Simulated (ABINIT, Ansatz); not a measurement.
# A GW chain in ABINIT: CsPbCl3 (Pm-3m), part 3 of 3

How does a plane-wave GW calculation on CsPbCl3 (Pm-3m) run from the first input to the gap?

ABINIT 10.8.3; PBEsol and many-body steps on it, plane waves. Known limits of the many-body steps: not at the basis limit; exchange with frozen shells missing; no spin-orbit coupling; coarse k mesh.

So far. Step 4 (Empty states on the mesh, 2×2×2 mesh, 338 bands): On this mesh the gap is 1.802 eV. Step 5 (Screening, 2×2×2 mesh, 308 bands, screening to 176.9 eV): Local fields lower ε∞ by 13 %. On a Γ-centred mesh this coarse the value itself is usually too large, while a short band sum pulls it down.

### 6. Self-energy, 2×2×2 mesh, 308 bands, screening to 176.9 eV

The self-energy is evaluated for the states that the input lists, and the levels follow from it, in one-shot runs by the linearised quasiparticle equation.

This step: G0W0 on PBEsol, plane waves, norm-conserving pseudopotentials.

The input, run.abi:

```
acell 3*1.0 Angstrom
rprim 
  5.605000000000 0.000000000000 0.000000000000
  0.000000000000 5.605000000000 0.000000000000
  0.000000000000 0.000000000000 5.605000000000
ntypat 3
znucl 55 82 17
natom 5
typat 1 2 3 3 3
xred 
  0.000000000000 0.000000000000 0.000000000000
  0.500000000000 0.500000000000 0.500000000000
  0.500000000000 0.500000000000 0.000000000000
  0.000000000000 0.500000000000 0.500000000000
  0.500000000000 0.000000000000 0.500000000000
pp_dirpath "pseudos"
pseudos "Cs.upf, Pb.upf, Cl.upf"
ecut 25
ngkpt 2 2 2
nshiftk 1
shiftk 0 0 0
kptopt 1
chksymbreak 0
istwfk *1
occopt 1
irdwfk 1
optdriver 4
nband 308
gwcalctyp 0
ecutsigx 25
symsigma 1
nkptgw 2
kptgw 
  0.5000000000 0.5000000000 0.5000000000
  0.0000000000 0.0000000000 0.0000000000
bdgw 
  19 25
  20 25
ecuteps 6.5
irdscr 1
ppmodel 1
indata_prefix "in"
outdata_prefix "out"
tmpdata_prefix "tmp"
```

On the command line:

```console
OMP_NUM_THREADS=1 mpirun -n 4 abinit run.abi > log
```

Numbers of over 12 decimals in the logs are rounded to 6 here.

The log of the run:

```text
.Version 10.8.3 of ABINIT. v10.8.2 released Aug 2026.

 Symmetries : space group Pm -3 m (#221); Bravais cP (primitive cubic)
[... echo of the input left out ...]
== DATASET  1 ==================================================================
-   mpi_nproc: 4, omp_nthreads: 1 (-1 if OMP is not activated)

--- !DatasetInfo
iteration_state: {dtset: 1, }
dimensions: {natom: 5, nkpt: 4, mband: 308, nsppol: 1, nspinor: 1, nspden: 1, mpw: 7123, }
cutoff_energies: {ecut:  25.0, pawecutdg:  -1.0, }
electrons: {nelect:   4.40000000E+01, charge:   0.00000000E+00, occopt:   1.00000000E+00, tsmear:   1.00000000E-02, }

 SIGMA: Calculation of the GW corrections

 Based on a program developped by R.W. Godby, V. Olevano, G. Onida, and L. Reining.
 Incorporated in ABINIT by V. Olevano, G.-M. Rignanese, and M. Torrent.
.Using double precision arithmetic ; gwpc =  8

[... cell and pseudopotentials left out ...]
--------------------------------------------------------------------------------

 ==== K-mesh for the wavefunctions ====
 Number of points in the irreducible wedge :     4
[... list of points left out ...]
 Together with 48 symmetry operations and time-reversal symmetry
 yields     8 points in the full Brillouin Zone.

 ==== Q-mesh for screening function ====
 Number of points in the irreducible wedge :     4
[... list of points left out ...]
 Together with 48 symmetry operations and time-reversal symmetry
 yields     8 points in the full Brillouin Zone.

 vcoul_init : cutoff-mode = AUXILIARY_FUNCTION
 q-points for optical limit:   1
     1)      0.000010    0.000020    0.000030
 setmesh: FFT mesh size selected  =    48x   48x   48
          total number of points  =       110592

 Number of electrons calculated from density =   44.0000; Expected =   44.0000
 average of density, n =  0.037028
 r_s =    1.8612
 omega_plasma =   18.5618 [eV]

 === KS Band Gaps ===
  >>>> For spin  1
   Minimum direct gap =   1.8021 [eV], located at k-point      :   0.5000  0.5000  0.5000
   Fundamental gap    =   1.8021 [eV], Top of valence bands at :   0.5000  0.5000  0.5000
                                       Bottom of conduction at :   0.5000  0.5000  0.5000
 SIGMA fundamental parameters:
 PLASMON POLE MODEL  1
 number of plane-waves for SigmaX                 7123
 number of plane-waves for SigmaC and W            925
 number of plane-waves for wavefunctions          7123
 number of bands                                   308
 number of independent spin polarizations            1
 number of spinorial components                      1
 number of k-points in IBZ                           4
 number of q-points in IBZ                           4
 number of symmetry operations                      48
 number of k-points in BZ                            8
 number of q-points in BZ                            8
 number of frequencies for dSigma/dE                 9
 frequency step for dSigma/dE [eV]                0.25
 number of omega for Sigma on real axis              0
 max omega for Sigma on real axis  [eV]           0.00
 zcut for avoiding poles [eV]                     0.10

 EPSILON^-1 parameters (SCR file):
 dimension of the eps^-1 matrix on file            925
 dimension of the eps^-1 matrix used               925
 number of plane-waves for wavefunctions          7123
 number of bands                                   308
 number of q-points in IBZ                           4
 number of frequencies                               2
 number of real frequencies                          1
 number of imag frequencies                          1

 matrix elements of self-energy operator (all in [eV])

 Perturbative Calculation

--- !SelfEnergy_ee
iteration_state: {dtset: 1, }
kpoint     : [   0.500,    0.500,    0.500, ]
spin       : 1
KS_gap     :    1.802
QP_gap     :    3.212
Delta_QP_KS:    1.410
data: !SigmaeeData |
     Band     E0 <VxcDFT>   SigX SigC(E0)      Z dSigC/dE  Sig(E)    E-E0       E
       19  -0.224 -14.108 -18.448   2.824   0.766  -0.305 -15.269  -1.161  -1.385
       20  -0.224 -14.108 -18.448   2.824   0.766  -0.305 -15.269  -1.161  -1.385
       21  -0.224 -14.108 -18.448   2.824   0.766  -0.305 -15.269  -1.161  -1.385
       22   1.960 -15.273 -17.816   1.363   0.785  -0.274 -16.199  -0.926   1.034
       23   3.762 -10.070  -6.524  -2.953   0.815  -0.226  -9.586   0.484   4.246
       24   3.762 -10.070  -6.524  -2.953   0.815  -0.226  -9.586   0.484   4.246
       25   3.762 -10.070  -6.524  -2.953   0.815  -0.226  -9.586   0.484   4.246

--- !SelfEnergy_ee
iteration_state: {dtset: 1, }
kpoint     : [   0.000,    0.000,    0.000, ]
spin       : 1
KS_gap     :    5.730
QP_gap     :    7.220
Delta_QP_KS:    1.489
data: !SigmaeeData |
     Band     E0 <VxcDFT>   SigX SigC(E0)      Z dSigC/dE  Sig(E)    E-E0       E
       20  -0.549 -13.895 -18.232   2.840   0.766  -0.305 -15.042  -1.147  -1.697
       21  -0.549 -13.895 -18.232   2.840   0.766  -0.305 -15.042  -1.147  -1.697
       22  -0.549 -13.895 -18.232   2.840   0.766  -0.305 -15.042  -1.147  -1.697
       23   5.181  -6.534  -2.709  -3.417   0.838  -0.194  -6.192   0.342   5.523
       24   6.178  -6.728  -2.853  -3.319   0.839  -0.193  -6.262   0.466   6.643
       25   6.178  -6.728  -2.853  -3.319   0.839  -0.193  -6.262   0.466   6.643

== END DATASET(S) ==============================================================
================================================================================

 -outvars: echo values of variables after computation  --------
           etotal      0.0000000000E+00
            nband         308
             nkpt           4
          spgroup         221
 [... the other variables as echoed above ...]

 Calculation completed.
```

It took 2.3 min on 4 MPI ranks of Arm Neoverse V2, shared host; peak memory 2.4 GiB.

Numbers from this step:

```
G0W0 gap on the points computed              : 3.212 eV
starting gap on the mesh                     : 1.802 eV
k of the valence top                         : 0.5, 0.5, 0.5
k of the conduction bottom                   : 0.5, 0.5, 0.5
Z at the valence top                         : 0.785
Z at the conduction bottom                   : 0.815
least direct G0W0 gap on the computed points : 3.212 eV
```

The gap on the mesh goes from 1.80 eV to 3.21 eV, a correction of +1.41 eV.

Limits: finite bands, cutoff and mesh; exchange with frozen shells missing; no spin-orbit coupling; coarse k mesh. v1 is the top filled band, c1 the lowest empty one. The levels before and after the correction (eV, zero at the valence-band top of each column):

|  | conduction bottom | valence top |
| --- | --- | --- |
| Kohn-Sham | 1.80 | 0.00 |
| G0W0 | 3.21 | 0.00 |

|  | level | energy (eV) |
| --- | --- | --- |
| Kohn-Sham | (0.5 0.5 0.5) v4-v2 | -2.184 |
| Kohn-Sham | (0.5 0.5 0.5) v1 | 0.000 |
| Kohn-Sham | (0.5 0.5 0.5) c1-c3 | 1.802 |
| G0W0 | (0.5 0.5 0.5) v4-v2 | -2.419 |
| G0W0 | (0.5 0.5 0.5) v1 | 0.000 |
| G0W0 | (0.5 0.5 0.5) c1-c3 | 3.212 |

### 7. Where the time went

Times are wall times on 4 MPI ranks of Arm Neoverse V2, shared host, good to a factor of about two.

| step | time | share | memory (GiB) |
| --- | --- | --- | --- |
| ground state | 30 s | 6 % | 0.36 |
| bands along the symmetry lines | 68 s | 14 % | 0.44 |
| empty states on the mesh | 2.5 min | 30 % | 0.47 |
| screening | 1.9 min | 23 % | 1.9 |
| self-energy | 2.3 min | 27 % | 2.4 |

### 8. Outcome

| Property | Result |
| --- | --- |
| PBEsol gap | 1.80 eV, direct |
| G0W0 gap on the mesh | 3.21 eV |
| GW settings | 2×2×2 mesh, 308 bands, screening to 176.9 eV, Godby-Needs plasmon pole |
| known limits | not at the basis limit; exchange with frozen shells missing; no spin-orbit coupling; coarse k mesh |

In words: G0W0 moves the gap on the mesh from 1.80 eV to 3.21 eV (+1.41 eV), with Z of 0.79 and 0.81 at the edges. Local fields lower the RPA ε∞ on this mesh from 9.18 to 7.99; a Γ-centred mesh this coarse tends to raise both, most where the direct gap is narrow, while a short band sum lowers them. Only 2 of the mesh's irreducible points were corrected, so a valley elsewhere could overtake. Bands and cutoff are finite, so the gap is not at the basis limit. The miss can reach some tenths of an eV and take either sign; the mesh is an error of its own. In the G0W0 run levels were corrected at 2 k points alone, so a gap called «on the mesh» is the least over those, and an edge elsewhere would be missed. The 2×2×2 mesh is coarse for this cell, which bears on the long-range parts of exchange and screening. Where an edge is built on 6p states of lead, bismuth or thallium, scalar-relativistic gaps usually stand too wide, by a few tenths to over one eV. This is the ideal cubic cell; many perovskites, halides above all, are cubic only on average, and local tilts or off-centring can widen the gap. The norm-conserving file of at least one element keeps a d shell over frozen s and p shells of the same row. Exchange with those shells is missing from the self-energy, an error of 0.3 to 0.9 eV in cases checked, whose sign depends on which edge lies on those atoms. The many-body steps are scalar-relativistic: spin-orbit coupling is not in them.

[Paths, hosts, dates, memory and timing lines, banners, echoed tables and standing remarks are left out of the program output.]

[Logs are printed without paths, hosts, clocks, repeated set-up lines and the standing remarks that a program may print on its own settings, such as how far it seeks lower states.]

[Runs of the session that timed out or met a known fault of the program may be left out.]

[Hosts, paths, dates, database ids (printed as entryN), source tags and the programs' standing remarks are cut or masked in the printed files.]

[G0W0 gaps are taken among the corrected bands and points alone; a level outside them can change the order at an edge.]

[Where Ansatz stands beside ABINIT at settings called matched, ABINIT's density can come from a denser mesh and the files from another edition; pairs whose starting gaps differed by over 0.03 eV were left out, so agreement reads better than it is.]
